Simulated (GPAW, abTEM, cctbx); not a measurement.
# TiGeW: the scripts behind a bonding study

Short scripts, each with its output. The start was made by putting kin elements into a known structure type; the compound need not exist, or be stable, in this form.

**1. Relax the structure**

```text
cell
1.0
     3.751000000    0.000000000    0.000000000
     0.000000000    0.000000000   -3.765000000
    -1.875500000    7.349500000    0.000000000
W Ge Ti
2 2 2
Direct
0.894600000 0.250000000 0.789200000
0.105400000 0.750000000 0.210800000
0.557800000 0.250000000 0.115600000
0.442200000 0.750000000 0.884400000
0.252200000 0.250000000 0.504400000
0.747800000 0.750000000 0.495600000
```

```python
from ase.constraints import FixSymmetry
from ase.filters import FrechetCellFilter
from ase.io import read, write
from ase.optimize import BFGS
from ase.parallel import parprint
from gpaw import GPAW, PW, FermiDirac

atoms = read("start.vasp")
atoms.set_constraint(FixSymmetry(atoms))
atoms.calc = GPAW(mode=PW(570), xc="PBE", kpts={"size": (5, 5, 5), "gamma": True},
                 occupations=FermiDirac(0.1), maxiter=120, symmetry={"tolerance": 1e-5}, txt="relax.txt")
BFGS(FrechetCellFilter(atoms), maxstep=0.15).run(fmax=0.03, steps=40)
parprint("cell  %.4f %.4f %.4f  %.2f %.2f %.2f" % tuple(atoms.cell.cellpar()))
parprint("volume %.3f A^3, largest force %.3f eV/A, largest stress %.2f GPa" % (atoms.get_volume(), abs(atoms.get_forces()).max(), 160.218 * abs(atoms.get_stress()).max()))
atoms.set_constraint()
write("relaxed.vasp", atoms, direct=True)
```

```console
$ OMP_NUM_THREADS=1 mpirun -n 4 gpaw python run.py > gpaw.log
```

```text
gpts.py:43: UserWarning: Initial realspace grid (21,21,42) inconsistent with symmetries.
gpts.py:43: UserWarning: Initial realspace grid (21,21,42) inconsistent with symmetries.
gpts.py:43: UserWarning: Initial realspace grid (21,21,42) inconsistent with symmetries.
gpts.py:43: UserWarning: Initial realspace grid (21,21,42) inconsistent with symmetries.
gpts.py:70: UserWarning: Using symmetrized grid: (42,21,42).
gpts.py:70: UserWarning: Using symmetrized grid: (42,21,42).
gpts.py:70: UserWarning: Using symmetrized grid: (42,21,42).
gpts.py:70: UserWarning: Using symmetrized grid: (42,21,42).
            Step        Energy          fmax
BFGS:    0      -42.742079        2.280943
BFGS:    1      -42.912267        2.036833
BFGS:    2      -43.549203        1.224905
BFGS:    3      -44.013237        0.967802
gpts.py:43: UserWarning: Initial realspace grid (21,21,40) inconsistent with symmetries.
gpts.py:43: UserWarning: Initial realspace grid (21,21,40) inconsistent with symmetries.
gpts.py:43: UserWarning: Initial realspace grid (21,21,40) inconsistent with symmetries.
gpts.py:43: UserWarning: Initial realspace grid (21,21,40) inconsistent with symmetries.
gpts.py:70: UserWarning: Using symmetrized grid: (40,21,40).
gpts.py:70: UserWarning: Using symmetrized grid: (40,21,40).
gpts.py:70: UserWarning: Using symmetrized grid: (40,21,40).
gpts.py:70: UserWarning: Using symmetrized grid: (40,21,40).
BFGS:    4      -44.383946        1.160097
BFGS:    5      -44.681791        1.446971
BFGS:    6      -44.845458        1.615997
BFGS:    7      -44.953923        1.451443
BFGS:    8      -45.375527        0.424424
BFGS:    9      -45.410331        0.634558
BFGS:   10      -45.420162        0.585632
BFGS:   11      -45.476084        0.546065
gpts.py:43: UserWarning: Initial realspace grid (24,24,40) inconsistent with symmetries.
gpts.py:43: UserWarning: Initial realspace grid (24,24,40) inconsistent with symmetries.
gpts.py:43: UserWarning: Initial realspace grid (24,24,40) inconsistent with symmetries.
gpts.py:43: UserWarning: Initial realspace grid (24,24,40) inconsistent with symmetries.
gpts.py:70: UserWarning: Using symmetrized grid: (40,24,40).
gpts.py:70: UserWarning: Using symmetrized grid: (40,24,40).
gpts.py:70: UserWarning: Using symmetrized grid: (40,24,40).
gpts.py:70: UserWarning: Using symmetrized grid: (40,24,40).
BFGS:   12      -45.571926        0.733390
BFGS:   13      -45.653270        0.745418
gpts.py:43: UserWarning: Initial realspace grid (24,24,36) inconsistent with symmetries.
gpts.py:43: UserWarning: Initial realspace grid (24,24,36) inconsistent with symmetries.
gpts.py:43: UserWarning: Initial realspace grid (24,24,36) inconsistent with symmetries.
gpts.py:43: UserWarning: Initial realspace grid (24,24,36) inconsistent with symmetries.
gpts.py:70: UserWarning: Using symmetrized grid: (36,24,36).
gpts.py:70: UserWarning: Using symmetrized grid: (36,24,36).
gpts.py:70: UserWarning: Using symmetrized grid: (36,24,36).
gpts.py:70: UserWarning: Using symmetrized grid: (36,24,36).
BFGS:   14      -45.722895        0.579321
BFGS:   15      -45.770010        0.609273
BFGS:   16      -45.790430        0.593036
gpts.py:43: UserWarning: Initial realspace grid (24,24,35) inconsistent with symmetries.
gpts.py:43: UserWarning: Initial realspace grid (24,24,35) inconsistent with symmetries.
gpts.py:43: UserWarning: Initial realspace grid (24,24,35) inconsistent with symmetries.
gpts.py:43: UserWarning: Initial realspace grid (24,24,35) inconsistent with symmetries.
gpts.py:70: UserWarning: Using symmetrized grid: (35,24,35).
gpts.py:70: UserWarning: Using symmetrized grid: (35,24,35).
gpts.py:70: UserWarning: Using symmetrized grid: (35,24,35).
gpts.py:70: UserWarning: Using symmetrized grid: (35,24,35).
BFGS:   17      -45.812184        0.563823
gpts.py:43: UserWarning: Initial realspace grid (21,24,35) inconsistent with symmetries.
gpts.py:43: UserWarning: Initial realspace grid (21,24,35) inconsistent with symmetries.
gpts.py:43: UserWarning: Initial realspace grid (21,24,35) inconsistent with symmetries.
gpts.py:43: UserWarning: Initial realspace grid (21,24,35) inconsistent with symmetries.
BFGS:   18      -45.841036        0.522247
BFGS:   19      -45.894107        0.507409
BFGS:   20      -45.930901        0.724914
BFGS:   21      -45.968206        0.785273
gpts.py:43: UserWarning: Initial realspace grid (20,24,36) inconsistent with symmetries.
gpts.py:43: UserWarning: Initial realspace grid (20,24,36) inconsistent with symmetries.
gpts.py:43: UserWarning: Initial realspace grid (20,24,36) inconsistent with symmetries.
gpts.py:43: UserWarning: Initial realspace grid (20,24,36) inconsistent with symmetries.
BFGS:   22      -46.044305        0.720725
BFGS:   23      -46.091176        0.707379
BFGS:   24      -46.224987        0.569974
gpts.py:43: UserWarning: Initial realspace grid (20,25,40) inconsistent with symmetries.
gpts.py:43: UserWarning: Initial realspace grid (20,25,40) inconsistent with symmetries.
gpts.py:43: UserWarning: Initial realspace grid (20,25,40) inconsistent with symmetries.
gpts.py:43: UserWarning: Initial realspace grid (20,25,40) inconsistent with symmetries.
gpts.py:70: UserWarning: Using symmetrized grid: (40,25,40).
gpts.py:70: UserWarning: Using symmetrized grid: (40,25,40).
```

Time: 18 min on 4 cores of Arm Neoverse V1 (shared host), peak memory 1.6 GiB.

**2. Build the all-electron density and subtract free atoms**

```text
cell
1.0
     3.374756450    0.000000000    0.000000000
     0.000000000    0.000000000   -4.396271470
    -1.687378225    6.368920535    0.000000000
W Ge Ti
2 2 2
Direct
0.936261660 0.250000000 0.872523320
0.063738340 0.750000000 0.127476680
0.600886760 0.250000000 0.201773520
0.399113240 0.750000000 0.798226480
0.264407710 0.250000000 0.528815420
0.735592290 0.750000000 0.471184580
```

```python
import numpy as np
from ase.io import read
from ase.units import Bohr
from gpaw import GPAW, PW, FermiDirac
from gpaw.calculator import GPAW as OldGPAW
from gpaw.mpi import serial_comm, world
from scipy.special import erfc
from scipy.spatial import cKDTree

atoms = read("cell.vasp")
atoms.calc = GPAW(mode=PW(450), xc="PBE", kpts={"size": (7, 5, 7), "gamma": True},
                 occupations=FermiDirac(0.1), maxiter=120, symmetry={"tolerance": 1e-5}, txt="scf.txt")
atoms.get_potential_energy()
rho = atoms.calc.get_all_electron_density(gridrefinement=2)
moments = atoms.get_magnetic_moments() if atoms.calc.get_number_of_spins() == 2 else np.zeros(len(atoms))
total = atoms.get_magnetic_moment() if moments.any() else 0.0
if world.rank == 0:
    free = OldGPAW(mode=PW(450), xc="PBE", txt=None, communicator=serial_comm)
    neutral = atoms.copy()
    neutral.set_initial_magnetic_moments(None)
    free.initialize(neutral)
    free.set_positions(neutral)
    drho = rho - free.get_all_electron_density(gridrefinement=2)
    # GPAW starts from confined atoms: exchange their smooth part for that of the datasets' free atoms
    h = np.stack(np.meshgrid(*[np.fft.fftfreq(n, 1 / n) for n in drho.shape], indexing="ij"), -1)
    gabs = np.linalg.norm(h @ atoms.cell.reciprocal(), axis=-1)
    tails = np.fft.fftn(free.get_pseudo_density(gridrefinement=2))
    g, form, v0 = np.linspace(0, gabs.max(), 1500), {}, 0
    for e in set(atoms.symbols):
        idx = atoms.symbols.search(e)
        d = free.setups[idx[0]].data
        r, w = d.rgd.r_g * Bohr, d.rgd.r_g**2 * d.rgd.dr_g
        j0 = np.sinc(2 * g[:, None] * r)
        smooth = sum(f * p**2 for f, p in zip(d.f_j, d.phit_jg)) + np.sqrt(4 * np.pi) * d.nct_g
        full = sum(f * p**2 for f, p in zip(d.f_j, d.phi_jg)) + np.sqrt(4 * np.pi) * d.nc_g
        phase = sum(np.exp(-2j * np.pi * h @ s) for s in atoms.get_scaled_positions()[idx])
        tails -= np.interp(gabs, g, j0 @ (smooth * w)) * phase * drho.size / atoms.get_volume()
        form[e] = j0 @ (full * w)
        v0 += 2 * np.pi / 3 * 14.3996 * (full * w * r**2).sum() * len(idx)  # V A^3
    tails *= 0.5 * erfc((gabs - 1.8) / 0.25)  # the tails differ at long wavelengths alone
    drho += np.fft.ifftn(tails).real  # crystal minus superposed spherical free atoms
    np.save("drho.npy", drho)
    dv = atoms.get_volume() / drho.size
    print("grid", drho.shape, " electrons %.3f" % (rho.sum() * dv), " moved by bonding %.3f e" % (abs(drho).sum() * dv / 2))
    pts = np.indices(drho.shape).reshape(3, -1).T / drho.shape @ atoms.cell
    shifts = (np.indices((3, 3, 3)).reshape(3, -1).T - 1) @ atoms.cell
    images = (atoms.positions[None] + shifts[:, None]).reshape(-1, 3)
    dist, idx = cKDTree(images).query(pts, k=4)
    out = drho.ravel()[dist[:, 0] > 0.5]
    print("deformation density beyond 0.5 A of the nuclei: max %.3f, min %.3f e/A^3" % (out.max(), out.min()))
    tie = dist < dist[:, :1] + 1e-4
    q = -np.bincount((idx % len(atoms))[tie], (drho.ravel()[:, None] / tie.sum(1, keepdims=True) * tie)[tie], len(atoms)) * dv
    print("atom        x       y       z   Voronoi charge  moment")
    for a, s, c, m in zip(atoms, atoms.get_scaled_positions(), q, moments):
        print("%-2s%-3d %7.4f %7.4f %7.4f %10.3f %10.2f" % (a.symbol, a.index + 1, *s, c, m))
    np.savez("free.npz", g=g, **form)
    print("mean inner potential of superposed free atoms %.3f V" % (v0 / atoms.get_volume()))
    print("total magnetic moment %.3f muB" % total)
```

```console
$ OMP_NUM_THREADS=1 mpirun -n 4 gpaw python run.py > gpaw.log
```

```text
gpts.py:43: UserWarning: Initial realspace grid (18,24,35) inconsistent with symmetries.
gpts.py:43: UserWarning: Initial realspace grid (18,24,35) inconsistent with symmetries.
gpts.py:43: UserWarning: Initial realspace grid (18,24,35) inconsistent with symmetries.
gpts.py:43: UserWarning: Initial realspace grid (18,24,35) inconsistent with symmetries.
gpts.py:70: UserWarning: Using symmetrized grid: (35,24,35).
gpts.py:70: UserWarning: Using symmetrized grid: (35,24,35).
gpts.py:70: UserWarning: Using symmetrized grid: (35,24,35).
gpts.py:70: UserWarning: Using symmetrized grid: (35,24,35).
grid (70, 48, 70)  electrons 256.000  moved by bonding 1.358 e
deformation density beyond 0.5 A of the nuclei: max 0.194, min -0.273 e/A^3
atom        x       y       z   Voronoi charge  moment
W 1    0.9363  0.2500  0.8725      0.051       0.00
W 2    0.0637  0.7500  0.1275      0.051       0.00
Ge3    0.6009  0.2500  0.2018     -0.006       0.00
Ge4    0.3991  0.7500  0.7982     -0.006       0.00
Ti5    0.2644  0.2500  0.5288     -0.045       0.00
Ti6    0.7356  0.7500  0.4712     -0.045       0.00
mean inner potential of superposed free atoms 28.366 V
total magnetic moment 0.000 muB
```

Time: 63 s.

**3. Fourier-transform the difference**

```python
from cctbx import adptbx, crystal, miller, xray
from cctbx.eltbx import tiny_pse
import numpy as np

cs = crystal.symmetry(unit_cell=(3.3748, 12.7378, 4.3963, 90, 90, 90), space_group_symbol='Hall: -C 2c 2')  # Cmcm
atoms = [  # label, site, U (iso, or U11 U22 U33 U12 U13 U23 in A^2), occupancy
    ("W1", (0, 0.93626, 0.75), 0.0000, 1),
    ("Ge1", (0, 0.60089, 0.75), 0.0000, 1),
    ("Ti1", (0.5, 0.76441, 0.75), 0.0000, 1),
]
xs = xray.structure(crystal_symmetry=cs)
for label, site, u, occ in atoms:
    u = adptbx.u_cif_as_u_star(cs.unit_cell(), u) if isinstance(u, tuple) else u
    xs.add_scatterer(xray.scatterer(label, site=site, u=u, occupancy=occ))
xs.scattering_type_registry(table="wk1995")
drho = np.load("drho.npy")
T = np.array([[1, 0, 0], [1, 0, 2], [0, -1, 0]])  # conventional axes in terms of the primitive ones
dF = np.fft.ifftn(drho) * 188.98301  # electrons a conventional cell, indexed by primitive hkl
ms = miller.build_set(cs, anomalous_flag=False, d_min=0.9).sort("resolution")
iam = ms.structure_factors_from_scatterers(xs, algorithm="direct").f_calc()
p1 = xs.expand_to_p1()
z = np.array([tiny_pse.table(sc.scattering_type).atomic_number() for sc in p1.scatterers()])
x = np.array(p1.sites_frac())
free = np.load("free.npz")
print("static structure factors of the conventional cell: F in electrons, V (Mott-Bethe) in volts")
print("   h  k  l      d  |F| table  |F| free   |F| DFT   change   |V| free  |V| DFT  change %")
for h, d, table in list(zip(ms.indices(), ms.d_spacings().data(), iam.data()))[:16]:
    df = dF[tuple(np.rint(np.linalg.solve(T, h)).astype(int))]
    phase = np.exp(2j * np.pi * x @ h)
    f = sum(np.interp(1 / d, free["g"], free[sc.scattering_type]) * p for sc, p in zip(p1.scatterers(), phase))
    fz = (z * phase).sum()
    c = 14.3996 * d * d / (np.pi * cs.unit_cell().volume())
    v0, v1 = abs(fz - f) * c, abs(fz - f - df) * c
    print("%4d%3d%3d %7.4f %9.3f %9.3f %9.3f %8.3f %9.3f %8.3f %8s" % (h + (d, abs(table), abs(f), abs(f + df), abs(f + df) - abs(f), v0, v1, "%.1f" % (100 * (v1 / v0 - 1)) if v0 > 0.02 else "-")))
```

```console
$ python run.py
```

```text
static structure factors of the conventional cell: F in electrons, V (Mott-Bethe) in volts
   h  k  l      d  |F| table  |F| free   |F| DFT   change   |V| free  |V| DFT  change %
   0  2  0  6.3689   155.066   154.826   154.424   -0.402     2.774    3.170     14.2
   0  2  1  3.6180    98.698    98.526    98.732    0.206     2.442    2.377     -2.7
   1  1  0  3.2622   148.240   148.054   148.225    0.171     3.468    3.424     -1.3
   0  4  0  3.1844    32.539    32.731    32.413   -0.317     0.145    0.067    -54.0
   1  3  0  2.6419   142.658   142.537   142.713    0.176     4.997    4.967     -0.6
   1  1  1  2.6198    94.792    94.933    95.199    0.265     1.439    1.394     -3.1
   0  4  1  2.5790   169.847   169.668   169.099   -0.569     3.566    3.658      2.6
   1  3  1  2.2645   380.874   380.253   379.272   -0.981    12.638   12.760      1.0
   0  0  2  2.1981   401.383   400.676   399.387   -1.289    13.046   13.197      1.2
   0  6  0  2.1230   305.388   304.795   303.427   -1.368     9.878   10.027      1.5
   0  2  2  2.0779   136.410   136.230   136.044   -0.185     2.243    2.262      0.9
   1  5  0  2.0333    29.138    29.070    28.627   -0.442     0.532    0.577      8.3
   0  6  1  1.9117   243.716   243.162   242.389   -0.773     7.117    7.185      1.0
   1  5  1  1.8455   156.184   155.845   155.659   -0.186     2.502    2.517      0.6
   1  1  2  1.8229   131.993   131.769   131.470   -0.299     2.395    2.419      1.0
   0  4  2  1.8090    30.756    30.606    30.869    0.262     0.122    0.101    -17.1
```

Time: 0.44 s on 1 core of Arm Neoverse V1 (shared host), peak memory 0.08 GiB.

**4. Propagate a plane wave with and without the bonding term**

```python
import abtem
import numpy as np
from ase.build import make_supercell
from ase.io import read

abtem.config.set({"dask.lazy": False, "fft": "fftw", "diagnostics.progress_bar": False})
M = [[1, 0, 0], [1, 0, 2], [0, -1, 0]]  # rows: x, y and beam direction in the primitive cell's axes
unit = make_supercell(read("cell.vasp"), M)
unit.set_cell(list(unit.cell.lengths()) + [90, 90, 90], scale_atoms=True)
unit.positions[:, 2] += 0.5495  # keeps atomic planes off the slice boundaries
unit.wrap()
slab = unit * (2, 2, 132)
print(slab.get_chemical_formula(), "| box %.2f x %.2f x %.2f A" % tuple(slab.cell.lengths()))

# change of the potential by bonding, from the DFT deformation density (Poisson's equation term by term)
drho = np.load("drho.npy")
prim = read("cell.vasp")
h = np.stack(np.meshgrid(*[np.fft.fftfreq(n, 1 / n) for n in drho.shape], indexing="ij"), -1).reshape(-1, 3).astype(int)
g2 = ((h @ prim.cell.reciprocal()) ** 2).sum(1)
keep = (g2 > 0) & (g2 < 2.5**2)
shape = (97, 364, 28)
vg = np.zeros(shape, complex)
hm = h[keep] @ np.array(M).T
move = np.exp(-2j * np.pi * hm[:, 2] * (0.5495 / unit.cell[2, 2] - 0.5 / shape[2]))  # the same shift, sampled at mid-points
vg[tuple(hm.T % np.array(shape)[:, None])] = -14.3996 / np.pi * (np.fft.fftn(drho).ravel() / drho.size)[keep] / g2[keep] * move
dV = np.fft.ifftn(vg).real * vg.size
dV = dV.reshape(97, 364, 4, 7).mean(3) * unit.cell[2, 2] / 4  # V A, projected in each slice
dV = np.tile(dV.transpose(2, 0, 1), (132, 2, 2))


def build(atoms):
    p = abtem.Potential(atoms, gpts=(194, 728), slice_thickness=[slab.cell[2, 2] / 528] * 528,
                        parametrization="lobato", projection="infinite", exit_planes=44).build()
    p.array[:] += BONDING * dV
    return p


sigmas = {'W': 0.072, 'Ge': 0.084, 'Ti': 0.089}  # r.m.s. displacement along each axis, A
u = np.array([sigmas[s] for s in slab.symbols])[:, None]
rng = np.random.default_rng(428)


def potentials():
    for _ in range(3):  # frozen phonons, one configuration at a time
        atoms = slab.copy()
        atoms.positions += u * rng.standard_normal((len(atoms), 3))
        atoms.wrap()
        yield build(atoms)


for label, BONDING in (("IAM", 0.0), ("DFT", 1.0)):
    print("=====", label)
    rng = np.random.default_rng(428)  # the same displacements for both
    potential = build(slab)
    print("grid", potential.gpts, "slices", potential.num_slices)
    thickness = potential.exit_thicknesses
    wave = abtem.PlaneWave(energy=200000)
    dp = np.mean([wave.multislice(p).diffraction_patterns(max_angle="valid").array for p in potentials()], axis=0)
    hkl = [(0, 0, 0), (0, 2, 0), (1, 1, 0), (1, 3, 0), (2, 0, 0), (2, 2, 0), (3, 1, 0)]
    nx, ny = dp.shape[-2:]
    print("intensity of each beam, fraction of the incident wave")
    print("  t (A)" + "".join("%9s" % " ".join(map(str, h)) for h in hkl) + "  diffuse    total")
    grid = np.zeros((nx, ny), bool)
    grid[nx // 2 % 2::2, ny // 2 % 2::2] = True
    for t, a in list(zip(thickness, dp))[1:]:
        idx = [np.rint(np.array(M) @ np.linalg.solve([[1, 0, 0], [1, 0, 2], [0, -1, 0]], h)).astype(int) for h in hkl]
        print("%7.1f" % t + "".join("%9.5f" % a[nx // 2 + i[0] * 2, ny // 2 + i[1] * 2] for i in idx) + "%9.4f%9.4f" % (a[~grid].sum(), a.sum()))
```

```console
$ python run.py
```

```text
Ge2112Ti2112W2112 | box 6.75 x 25.48 x 580.31 A
===== IAM
grid (194, 728) slices 528
intensity of each beam, fraction of the incident wave
  t (A)    0 0 0    0 2 0    1 1 0    1 3 0    2 0 0    2 2 0    3 1 0  diffuse    total
   48.4  0.51537  0.00449  0.00369  0.00787  0.03197  0.00294  0.00157   0.0816   0.9932
   96.7  0.13683  0.01658  0.01562  0.01617  0.05885  0.00304  0.00014   0.1719   0.9878
  145.1  0.18582  0.04485  0.02393  0.00904  0.02270  0.00046  0.00019   0.2433   0.9820
  193.4  0.33110  0.04823  0.01022  0.00166  0.00143  0.00084  0.00129   0.2811   0.9773
  241.8  0.26124  0.01993  0.00974  0.00179  0.00226  0.00464  0.00085   0.3194   0.9717
  290.2  0.11076  0.00268  0.02329  0.00193  0.01048  0.00989  0.00068   0.3700   0.9653
  338.5  0.04407  0.02610  0.02156  0.00214  0.01007  0.00450  0.00022   0.4135   0.9587
  386.9  0.05098  0.04895  0.01283  0.00242  0.00350  0.00112  0.00125   0.4462   0.9525
  435.2  0.07629  0.03518  0.01429  0.00313  0.00068  0.00341  0.00050   0.4734   0.9461
  483.6  0.08797  0.01033  0.01430  0.00357  0.00057  0.00463  0.00028   0.4971   0.9403
  531.9  0.07846  0.00648  0.00750  0.00460  0.00157  0.00154  0.00012   0.5145   0.9352
  580.3  0.05915  0.02422  0.00369  0.00567  0.00416  0.00021  0.00034   0.5268   0.9302
===== DFT
grid (194, 728) slices 528
intensity of each beam, fraction of the incident wave
  t (A)    0 0 0    0 2 0    1 1 0    1 3 0    2 0 0    2 2 0    3 1 0  diffuse    total
   48.4  0.51581  0.00323  0.00387  0.00767  0.03153  0.00324  0.00158   0.0817   0.9932
   96.7  0.13671  0.01646  0.01513  0.01581  0.05713  0.00370  0.00015   0.1724   0.9877
  145.1  0.17520  0.05210  0.02262  0.00876  0.02207  0.00068  0.00019   0.2440   0.9819
  193.4  0.30235  0.06118  0.00921  0.00148  0.00155  0.00094  0.00134   0.2824   0.9771
  241.8  0.23345  0.02894  0.00920  0.00123  0.00176  0.00542  0.00096   0.3222   0.9713
  290.2  0.09977  0.00512  0.02167  0.00102  0.00815  0.01123  0.00071   0.3741   0.9648
  338.5  0.03769  0.02957  0.01890  0.00153  0.00802  0.00549  0.00025   0.4186   0.9580
  386.9  0.03259  0.05774  0.01116  0.00277  0.00334  0.00114  0.00134   0.4516   0.9518
  435.2  0.04903  0.04478  0.01312  0.00467  0.00096  0.00339  0.00046   0.4778   0.9454
  483.6  0.06879  0.01553  0.01199  0.00581  0.00077  0.00507  0.00024   0.5010   0.9397
  531.9  0.07775  0.00638  0.00559  0.00661  0.00110  0.00192  0.00015   0.5175   0.9346
  580.3  0.06724  0.02089  0.00333  0.00750  0.00310  0.00018  0.00024   0.5277   0.9298
```

Time: 1.8 min.

[Outputs are excerpts: Python notices, other lines and further rows are left out; steps that failed or that the build refused (PBEsol, TPSS) are not shown.]

[Logs are printed without paths, hosts, clocks, repeated set-up lines and the standing remarks that a program may print on its own settings, such as how far it seeks lower states.]
